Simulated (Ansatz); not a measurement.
# Localised basis functions on random rock-salt alloy of CaS and PbS (64 atoms)

Wanted: errors and times of a linear-scaling basis for random rock-salt alloy of CaS and PbS (64 atoms). A setting counts as converged where the r.m.s. difference of forces stays under 1 % of the r.m.s. force.

Method: Kohn-Sham DFT, PBE, PAW (set soft_2), plane waves, in Ansatz 0.2.0.

## 1. The structure

The cell holds 64 atoms: 28 Pb, 32 S and 4 Ca. Cell: a = 11.810 Å, b = 11.810 Å, c = 11.810 Å, α = 90.0°, β = 90.0°, γ = 90.0°. It derives from CaS (rock-salt) and PbS, repeated 2×2×2. Rock-salt CaS, 2 x 2 x 2 conventional cells, 28 of 32 Ca sites given to Pb at random (x = 0.875), lattice by Vegard's rule (a = 5.905 Å); not relaxed, displaced by a Gaussian of 0.02 Å.

What the set-up can't give: The host structure and its lattice constant were typed by rule, without a check against the phase diagram. Sampling is at Γ alone, for a cell whose shortest periodic width is 12 Å. The levels lack spin–orbit coupling, which is large for the heavy elements here.

## 2. Plane-wave single point

The first run fixes the reference, at a cutoff of 420 eV.

Input file input.yaml:

```yaml
crystal:
  lattice:
    - [11.8104, 0.0, 0.0]
    - [0.0, 11.8104, 0.0]
    - [0.0, 0.0, 11.8104]
  atoms:
    - { symbol: Pb, position: [0.00094, 0.00446, 0.00047] }
    - { symbol: S, position: [0.25056, 0.00281, 0.99927] }
    - { symbol: Pb, position: [0.99971, 0.2512, 0.24905] }
    - { symbol: S, position: [0.25225, 0.24835, 0.24748] }
    - { symbol: Pb, position: [0.24919, 0.99901, 0.25236] }
    - { symbol: S, position: [0.99996, 0.99994, 0.24788] }
    - { symbol: Pb, position: [0.24809, 0.24859, 0.00026] }
    - { symbol: S, position: [0.00118, 0.24891, 0.00081] }
    - { symbol: Pb, position: [0.00223, 0.00012, 0.49936] }
    - { symbol: S, position: [0.24728, 0.99755, 0.49763] }
    - { symbol: Pb, position: [0.99844, 0.24934, 0.75013] }
    - { symbol: S, position: [0.2465, 0.24996, 0.74904] }
    - { symbol: Ca, position: [0.2504, 0.00161, 0.74657] }
    - { symbol: S, position: [0.9989, 0.99974, 0.74991] }
    - { symbol: Pb, position: [0.25168, 0.2507, 0.50042] }
    - { symbol: S, position: [0.00101, 0.25008, 0.50119] }
    - { symbol: Pb, position: [0.00041, 0.49692, 0.00127] }
    - { symbol: S, position: [0.24847, 0.50141, 0.99707] }
    - { symbol: Pb, position: [0.99696, 0.74822, 0.2505] }
    - { symbol: S, position: [0.25242, 0.74839, 0.25105] }
    - { symbol: Pb, position: [0.24897, 0.4991, 0.25159] }
    - { symbol: S, position: [0.00377, 0.49952, 0.25176] }
    - { symbol: Pb, position: [0.25041, 0.7516, 0.99926] }
    - { symbol: S, position: [0.99945, 0.75393, 0.00067] }
    - { symbol: Pb, position: [0.99783, 0.49969, 0.49701] }
    - { symbol: S, position: [0.25463, 0.499, 0.50016] }
    - { symbol: Pb, position: [0.99896, 0.74962, 0.75224] }
    - { symbol: S, position: [0.24697, 0.75096, 0.74951] }
    - { symbol: Pb, position: [0.25064, 0.49867, 0.75006] }
    - { symbol: S, position: [0.99838, 0.49722, 0.74822] }
    - { symbol: Ca, position: [0.25007, 0.75084, 0.49928] }
    - { symbol: S, position: [0.9998, 0.75026, 0.50004] }
    - { symbol: Pb, position: [0.5017, 0.00121, 0.99954] }
    - { symbol: S, position: [0.7481, 0.99881, 0.99984] }
    - { symbol: Pb, position: [0.49903, 0.24826, 0.25104] }
    - { symbol: S, position: [0.74997, 0.25113, 0.24884] }
    - { symbol: Pb, position: [0.74794, 0.00059, 0.25095] }
    - { symbol: S, position: [0.50004, 0.00099, 0.24822] }
    - { symbol: Pb, position: [0.74864, 0.24991, 0.00121] }
    - { symbol: S, position: [0.49841, 0.25106, 0.00207] }
    - { symbol: Pb, position: [0.50017, 0.99894, 0.49745] }
    - { symbol: S, position: [0.75145, 0.9979, 0.50089] }
    - { symbol: Pb, position: [0.49898, 0.24867, 0.75124] }
    - { symbol: S, position: [0.75255, 0.25095, 0.75195] }
    - { symbol: Pb, position: [0.74826, 0.00069, 0.75104] }
    - { symbol: S, position: [0.50029, 0.00046, 0.74831] }
    - { symbol: Ca, position: [0.74796, 0.25114, 0.49954] }
    - { symbol: S, position: [0.4979, 0.25044, 0.49884] }
    - { symbol: Pb, position: [0.50128, 0.49795, 0.99865] }
    - { symbol: S, position: [0.75091, 0.4999, 0.00086] }
    - { symbol: Pb, position: [0.50129, 0.75021, 0.25205] }
    - { symbol: S, position: [0.74853, 0.74965, 0.24864] }
    - { symbol: Pb, position: [0.74819, 0.49696, 0.24977] }
    - { symbol: S, position: [0.49625, 0.50327, 0.24818] }
    - { symbol: Pb, position: [0.75366, 0.74833, 0.00291] }
    - { symbol: S, position: [0.49888, 0.75057, 0.00212] }
    - { symbol: Pb, position: [0.49973, 0.50081, 0.50086] }
    - { symbol: S, position: [0.75199, 0.49924, 0.49937] }
    - { symbol: Ca, position: [0.5023, 0.7497, 0.74989] }
    - { symbol: S, position: [0.75098, 0.74828, 0.74941] }
    - { symbol: Pb, position: [0.75246, 0.49989, 0.74784] }
    - { symbol: S, position: [0.50092, 0.50059, 0.74793] }
    - { symbol: Pb, position: [0.74896, 0.7522, 0.49997] }
    - { symbol: S, position: [0.50122, 0.74738, 0.50004] }
kpoints:
  mp_grid: { grid: [1, 1, 1] }
hamiltonian:
  xc: pbe
scf:
  occupations: { method: fermi_dirac, width: 0.05 }
output:
  forces: true
  stress: true
  populations: intrinsic
  dos:
    method: { smearing: { sigma: 0.1 } }
    de: 0.1
    projected: { site_lists: { Ca: [Ca], Pb: [Pb], S: [S] } }
  eigenvalues: true
  write_density: true
  write_potential: true
  volumetric_format: npy
  elf: true
```

The run is started by

```
> ansatz run input.yaml --threads 4 --pin off --max-ram 8192MiB --backend cpu --events-out ev --progress --plain --runs-dir out
```

Numbers of over 12 decimals in the logs are rounded to 6 here.

What it wrote:

```text
Engine: ansatz 0.2.0, aarch64-unknown-linux-gnu
Pseudopotentials: kind: paw
Pseudopotential: Pb, paw, valence charge 14, recommended cutoff 420 eV (normal), Pb.paw.azcp
Pseudopotential: S, paw, valence charge 6, recommended cutoff 420 eV (normal), S.paw.azcp
Pseudopotential: Ca, paw, valence charge 10, recommended cutoff 420 eV (normal), Ca.paw.azcp
Functional definition: PBE
  parameter kappa = 0.804
  parameter beta = 0.066725
  exchange = pbe_x(kappa = kappa, mu = beta*pi^2/3)
  correlation = pbe_c(beta = beta)
Crystal: 64 atoms, lattice volume = 1647.380 Å³
Basis set: ecut = 420 eV, 32231 PW (Γ), exchange–correlation on 160×160×160 points (8 copies of the dense FFT grid, shifted against one another)
Bands: 376, of which v1, the nominal top of the filled ones, is band 312 counted from 1 (311 counted from 0)
Symmetry: 1 space group operations
Space group: P1 (ITA 1), of the structure as read, at distance tolerance 1.2e-4 Å
k-points: 1
Non-local potential: Pb, projectors of the file, l = 0: 2, l = 1: 2, l = 2: 2, l = 3: 2
Non-local potential: S, projectors of the file, l = 0: 2, l = 1: 2, l = 2: 2
Non-local potential: Ca, projectors of the file, l = 0: 3, l = 1: 2, l = 2: 2
PAW form: soft (Blöchl's): semilocal exchange-correlation on the pseudo side does not see the compensation charge
PAW one-centre angular grid: Pb, 590 points (default); XC on 64 Gauss nodes
PAW one-centre angular grid: S, 110 points (default); XC on 64 Gauss nodes
PAW one-centre angular grid: Ca, 110 points (default); XC on 64 Gauss nodes
Initial density: superposition of atomic densities (neutral atoms: chi_scale 0, normalization atom), corrected by the library's trained network
Initial wavefunctions: pseudopotential atomic-orbital guess
Functional: x = pbe(κ = 0.804, μ = 0.219515), c = pbe(β = 0.066725)
SCF iter   1: F=—  HF=-369546.601136 eV  |F-HF|=—  |Δ(HF+E_count)|=         —  Δρ=6.20e-3  dr2=9.94e-1  ethr=1.77e-3  ⟨swp⟩=8.0  Hψ=1657  notcnv=0  defer=24
preconditioner: auto → Resta (q_TF=auto, 2.321 Å⁻¹)  ε∞=3.7  [insulator: Δε(μ)=0.477 eV  Ē_g=13.874 eV  σ=0.050 eV  W_gap=0.98  n_scr=364 (ndim 8)  ℏωp=22.7 eV  f_vac=0.000  D(μ)=0.89/eV (n_scr^D=0)  ε∞_Penn≈3.7]
SCF iter   2: F=—  HF=-369546.396708 eV  |F-HF|=—  |Δ(HF+E_count)|=   2.04e-1  Δρ=2.69e-3  dr2=1.25e-1  ethr=1.59e-4  ⟨swp⟩=2.0  Hψ=490  notcnv=0  defer=42
SCF iter   3: F=—  HF=-369546.383140 eV  |F-HF|=—  |Δ(HF+E_count)|=   1.36e-2  Δρ=9.79e-4  dr2=1.81e-2  ethr=2.00e-5  ⟨swp⟩=2.0  Hψ=431  notcnv=0  defer=42
SCF iter   4: F=—  HF=-369546.382923 eV  |F-HF|=—  |Δ(HF+E_count)|=   2.16e-4  Δρ=2.27e-4  dr2=2.05e-3  ethr=2.90e-6  ⟨swp⟩=2.0  Hψ=458  notcnv=0  defer=42
SCF iter   5: F=—  HF=-369546.382887 eV  |F-HF|=—  |Δ(HF+E_count)|=   3.65e-5  Δρ=7.40e-5  dr2=1.06e-4  ethr=3.29e-7  ⟨swp⟩=2.0  Hψ=438  notcnv=0  defer=42
SCF iter   6: F=—  HF=-369546.383043 eV  |F-HF|=—  |Δ(HF+E_count)|=   1.56e-4  Δρ=2.44e-5  dr2=2.71e-5  ethr=1.70e-8  ⟨swp⟩=2.0  Hψ=493  notcnv=0  defer=42
SCF iter   7: F=—  HF=-369546.385002 eV  |F-HF|=—  |Δ(HF+E_count)|=   1.96e-3  Δρ=8.45e-6  dr2=2.36e-6  ethr=4.34e-9  ⟨swp⟩=2.0  Hψ=688  notcnv=0  defer=42
SCF iter   8: F=—  HF=-369546.385003 eV  |F-HF|=—  |Δ(HF+E_count)|=   7.31e-7  Δρ=3.26e-6  dr2=3.12e-7  ethr=3.79e-10  ⟨swp⟩=2.0  Hψ=457  notcnv=0  defer=42
SCF iter   9: F=—  HF=-369546.385003 eV  |F-HF|=—  |Δ(HF+E_count)|=   2.83e-7  Δρ=1.65e-6  dr2=1.69e-7  ethr=1.60e-11  ⟨swp⟩=23.0  Hψ=3459  notcnv=0
SCF iter  10: F=-369546.385003 eV  HF=-369546.385003 eV  |F-HF|=2.79e-9  |Δ(HF+E_count)|=  9.31e-10  Δρ=4.24e-7  dr2=4.33e-9  ethr=1.60e-11  ⟨swp⟩=9.0  Hψ=2141  notcnv=0
SCF 1 converged in 10 iterations: F = -369546.385003 eV  dr2 = 4.33e-9
  greatest PAW one-centre occupation: 0.995 electrons in one spin orbital (limit 2), on the Ca atom at site 12 (counted from 0), in its partial waves of l = 0
SCF converged after 10 iterations
Free energy (F): -369546.385003 eV
Harris-Foulkes:  -369546.385003 eV  (|F-HF|=2.79e-9)
Internal energy: -369546.365544 eV  (E = F + TS)
E sigma→0 (E₀):  -369546.375274 eV
Entropy (-TS):   -0.019459 eV (-0.304 meV/atom)
Fermi energy:    8.614872 eV
--- Per-component energies (eV) ---
  E_band       = -2068.484507
  E_kinetic    = 12601.958932
  E_local      = -37887.597788  (includes V_loc(G=0)·N_el)
  E_nonlocal   = 10961.104516
  E_hartree    = 14562.467590
  E_xc         = -9883.209011
  E_vxc        = -7241.151048  (∫ρ·V_xc dr)
  E_paw        = -313906.246078  (= ΣΔE_a)
  E_vpaw       = -9627.735151  (= ΣTr[D̂ρ^β])
  E_aug_tail   = 0.001402  (compensation charges beyond the density's cutoff)
  E_ewald      = -45994.845108
  E_smearing   = -0.019459  (= −TS)
  E_closure    = 0.000000  (closes the sum)
  Σ components = -369546.385003   (vs F -369546.385003, Δ=0.00e0)
--- Forces (eV/Å), atoms counted from 1 ---
  atom   1  Pb    -0.00824267    -0.18499701     0.05878902
  atom   2  S     -0.02991269    -0.02665342    -0.32209934
  atom   3  Pb     0.07412743    -0.12022612     0.06181870
  atom   4  S     -0.03226283     0.09812511    -0.17769400
  atom   5  Pb    -0.08618898    -0.01005932    -0.22707986
  atom   6  S     -0.12784907     0.01210661     0.01049400
  atom   7  Pb     0.08467637     0.08944605     0.10148600
  atom   8  S     -0.00774427     0.16823177     0.12643780
  atom   9  Pb    -0.11625644    -0.00083289    -0.02688559
  atom  10  S      0.22700094    -0.37166655     0.45974802
  atom  11  Pb    -0.01003204     0.08618726    -0.05646159
  atom  12  S      0.20621335    -0.34268634     0.04983427
  atom  13  Ca    -0.13300681    -0.01607971     0.17632827
  atom  14  S      0.30213728    -0.01045667    -0.12400733
[...]
atom  63  Pb     0.19964066    -0.08151555     0.04816871
  atom  64  S     -0.48458953     0.20838245     0.46330355
  max |Σ_I F_I| component: 1.50e-5 eV/Å
--- Stress (GPa, compression-positive) ---
        4.428354       0.011478      -0.009180
        0.011478       4.358153       0.003991
       -0.009180       0.003991       4.370431
  P = ⅓ Tr σ = 4.3856 GPa (43.856 kbar)
--- Band table (eV) ---
  k-point 0: bands = ["-32.5005", "-32.4895", "-32.4756", "-32.4200", [... 360 levels ...], "11.9075", "11.9242", "11.9636", "11.9936", "12.0371", "12.3456", "12.3758", "12.4538", "12.6111", "12.6710", "12.6898", "12.7183"]
--- intrinsic populations: 64 sites ---
  site symbol       q [e]
     0     Pb     13.4459
     1      S      6.6929
     2     Pb     13.4482
[...]
63      S      6.8221
  spilling = 0.000000 (of n_electrons = 624.000000)
```

Wall time 26 s (4 threads of Arm Neoverse V2, shared host); peak memory 2 GiB; 97 s of CPU time.

In the SCF lines HF is the Harris–Foulkes energy and dr2 the Hartree energy of the density residual, in eV; the loop may stop once dr2 is under the threshold and the program's other checks hold. Hψ counts applications of the Hamiltonian.

The run gave:

| Quantity | Value |
| --- | --- |
| free energy | -369546.3850 eV |
| free energy per atom | -5774.1623 eV/atom |
| SCF cycles | 10 |
| pressure | 4.386 GPa |
| r.m.s. force component | 0.1686 eV/Å |
| longest force | 0.7305 eV/Å |
| Fermi energy | 8.615 eV |
| gap (highest filled to lowest empty level) | 0.4352 eV |

The r.m.s. force component of 0.17 eV/Å sets the scale for the differences below.

## 3. Support functions low

The cell is solved in localised support functions.

This step: Kohn-Sham DFT, PBE, PAW (set soft_2), localised support functions (low) (Ansatz 0.2.0).

input.yaml, the sections that differ from step 2:

```yaml
scf:
  occupations: { method: fermi_dirac, width: 0.05 }
  eigensolver: { kind: { support_functions: { accuracy: low } } }
  max_iter: 150
output:
  forces: true
  eigenvalues: true
# crystal, kpoints, hamiltonian: as in step 2
```

What it wrote:

```text
Warning: scf.eigensolver.kind.support_functions: disabling space-group detection — the functions' gradient is summed over unrotated k-points, so no spatial operation reduces the k-mesh or symmetrises the density; time reversal is kept, so that k and −k are solved as one point where they differ and the mesh holds both, and exact exchange and, on two spinor components, a DFT+U term hold to it where the run has them: [...]
settings of this run that can trade accuracy for cost: scf.eigensolver.kind.support_functions; scf.eigensolver.kind.support_functions.accuracy: low [...]
[...]
Crystal: 64 atoms, lattice volume = 1647.380 Å³
Basis set: ecut = 420 eV, 32231 PW (Γ), exchange–correlation on 160×160×160 points (8 copies of the dense FFT grid, shifted against one another)
Bands: 375, of which v1, the nominal top of the filled ones, is band 312 counted from 1 (311 counted from 0)
Symmetry: 1 space group operations
k-points: 1
[...]
SCF iter   1: F=—  HF=-369496.304308 eV  |F-HF|=—  |Δ(HF+E_count)|=         —  Δρ=3.13e-2  dr2=6.31e1  ethr=1.00e-1
[...]
SCF iter   9: F=—  HF=-369546.383404 eV  |F-HF|=—  |Δ(HF+E_count)|=   5.14e-3  Δρ=4.85e-5  dr2=5.15e-5  ethr=6.64e-8  κ⁻¹=4.6e-7(r=7)
SCF iter  10: F=-369546.386947 eV  HF=-369546.386951 eV  |F-HF|=4.26e-6  |Δ(HF+E_count)|=   3.55e-3  Δρ=1.48e-5  dr2=8.35e-6  ethr=8.25e-9
SCF 1 converged in 10 iterations: F = -369546.418427 eV  dr2 = 8.35e-6
[...]
SCF converged after 10 iterations
Stability not checked: this state was not tested for a lower state beside it, because the mixer in use, unlike msr1, does not test its closes by its own steps (another_mixer; see scf.mixing.algorithm and scf.lower_state_search)
Free energy (F): -369546.418427 eV
[...]
Internal energy: -369546.399112 eV  (E = F + TS)
E sigma→0 (E₀):  -369546.408769 eV
Entropy (-TS):   -0.019315 eV (-0.302 meV/atom)
Fermi energy:    8.615236 eV
[...]
Σ components = -369546.418427   (vs F -369546.418427, Δ=0.00e0)
--- Forces (eV/Å), atoms counted from 1 ---
  atom   1  Pb    -0.00818480    -0.18435563     0.05841133
  atom   2  S     -0.02934065    -0.02632482    -0.32160725
  atom   3  Pb     0.07373546    -0.12044080     0.06262772
  atom   4  S     -0.03165054     0.09800355    -0.17806814
[...]
atom  64  S     -0.48434566     0.20904695     0.46248017
  max |Σ_I F_I| component: 5.94e-3 eV/Å
--- Band table (eV) ---
[...]
```

Wall time 77 s (4 threads); peak memory 3.3 GiB.

The program notes that the band table was not solved further than the SCF left it and it switched symmetry off.

Keys that differ from the reference: support_functions.accuracy = "low" and scf.max_iter = 150.

Forces differ from the reference by 0.46 meV/Å r.m.s., 0.27 % of their size, well within a tolerance of 1 %; the energy by -0.52 meV/atom. It took 77 s and 10 cycles; the reference's time can't be set against it, since the two runs asked for unlike analyses.

## 4. Support functions medium

The cell is solved in localised support functions.

This step: Kohn-Sham DFT, PBE, PAW (set soft_2), localised support functions (medium) (Ansatz 0.2.0).

input.yaml, the sections that differ from step 3:

```yaml
scf:
  occupations: { method: fermi_dirac, width: 0.05 }
  eigensolver: { kind: { support_functions: { accuracy: medium } } }
  max_iter: 150
# crystal, kpoints, hamiltonian, output: as in step 3
```

What it wrote:

```text
[...]
Crystal: 64 atoms, lattice volume = 1647.380 Å³
Basis set: ecut = 420 eV, 32231 PW (Γ), exchange–correlation on 160×160×160 points (8 copies of the dense FFT grid, shifted against one another)
Bands: 375, of which v1, the nominal top of the filled ones, is band 312 counted from 1 (311 counted from 0)
Symmetry: 1 space group operations
k-points: 1
[...]
SCF iter   1: F=—  HF=-369496.304308 eV  |F-HF|=—  |Δ(HF+E_count)|=         —  Δρ=3.13e-2  dr2=6.31e1  ethr=1.00e-1
[...]
SCF iter  10: F=—  HF=-369546.386951 eV  |F-HF|=—  |Δ(HF+E_count)|=   3.55e-3  Δρ=1.48e-5  dr2=8.35e-6  ethr=8.25e-9  κ⁻¹=4.4e-7(r=7)
SCF iter  11: F=-369546.389616 eV  HF=-369546.389616 eV  |F-HF|=3.77e-8  |Δ(HF+E_count)|=   2.66e-3  Δρ=5.91e-6  dr2=7.01e-7  ethr=1.34e-9
SCF 1 converged in 11 iterations: F = -369546.418445 eV  dr2 = 7.01e-7
[...]
SCF converged after 11 iterations
[...]
Free energy (F): -369546.418445 eV
[...]
Internal energy: -369546.399104 eV  (E = F + TS)
E sigma→0 (E₀):  -369546.408775 eV
Entropy (-TS):   -0.019341 eV (-0.302 meV/atom)
Fermi energy:    8.615270 eV
[...]
Σ components = -369546.418445   (vs F -369546.418445, Δ=0.00e0)
--- Forces (eV/Å), atoms counted from 1 ---
  atom   1  Pb    -0.00808122    -0.18427846     0.05843904
  atom   2  S     -0.02945348    -0.02642546    -0.32157494
  atom   3  Pb     0.07380845    -0.12041825     0.06260783
  atom   4  S     -0.03172189     0.09790797    -0.17799354
[...]
atom  64  S     -0.48410221     0.20897956     0.46237976
  max |Σ_I F_I| component: 5.42e-3 eV/Å
--- Band table (eV) ---
[...]
```

The job ended after 84 s (4 threads; peak memory 3.3 GiB; 5.4 min of CPU time).

Keys that differ from the reference: support_functions.accuracy = "medium" and scf.max_iter = 150.

Forces differ from the reference by 0.41 meV/Å r.m.s., 0.25 % of their size, well within a tolerance of 1 %; the energy by -0.52 meV/atom. It took 84 s and 11 cycles; the reference's time can't be set against it, since the two runs asked for unlike analyses.

## 5. Support functions medium, radius 3.53 Å

The radius confines each support function; a larger one gives more freedom and more work per atom.

input.yaml, the sections that differ from step 4:

```yaml
scf:
  occupations: { method: fermi_dirac, width: 0.05 }
  eigensolver: { kind: { support_functions: { accuracy: medium, radius: 3.53 } } }
  max_iter: 150
# crystal, kpoints, hamiltonian, output: as in step 4
```

What it wrote:

```text
Warning: scf.eigensolver.kind.support_functions: disabling space-group detection — the functions' gradient is summed over unrotated k-points, so no spatial operation reduces the k-mesh or symmetrises the density; time reversal is kept, so that k and −k are solved as one point where they differ and the mesh holds both, and exact exchange and, on two spinor components, a DFT+U term hold to it where the run has them: [...]
settings of this run that can trade accuracy for cost: scf.eigensolver.kind.support_functions [...]
Engine: ansatz 0.2.0, aarch64-unknown-linux-gnu
Pseudopotentials: kind: paw
Pseudopotential: Pb, paw, valence charge 14, recommended cutoff 420 eV (normal), Pb.paw.azcp
Pseudopotential: S, paw, valence charge 6, recommended cutoff 420 eV (normal), S.paw.azcp
Pseudopotential: Ca, paw, valence charge 10, recommended cutoff 420 eV (normal), Ca.paw.azcp
[... 5 lines on functional and potentials left out ...]
Error: SCF: the radius of support functions is under 4.20 Å, the least for these sites at the functions' level (scf.eigensolver.kind.support_functions.accuracy). Use scf.eigensolver.kind: auto, or type scf.eigensolver.kind.support_functions.radius at least as long, [...]
```

The job ended after 1.6 s (4 threads; peak memory 0.33 GiB).

The program refuses radii under 4.20 Å for these atoms at this level.

(Continued in part 2 of 2.)

[Logs are printed without paths, hosts, clocks, repeated set-up lines and the standing remarks that a program may print on its own settings, such as how far it seeks lower states.]

[Hosts, paths, dates, database ids (printed as entryN), source tags and the programs' standing remarks are cut or masked in the printed files.]
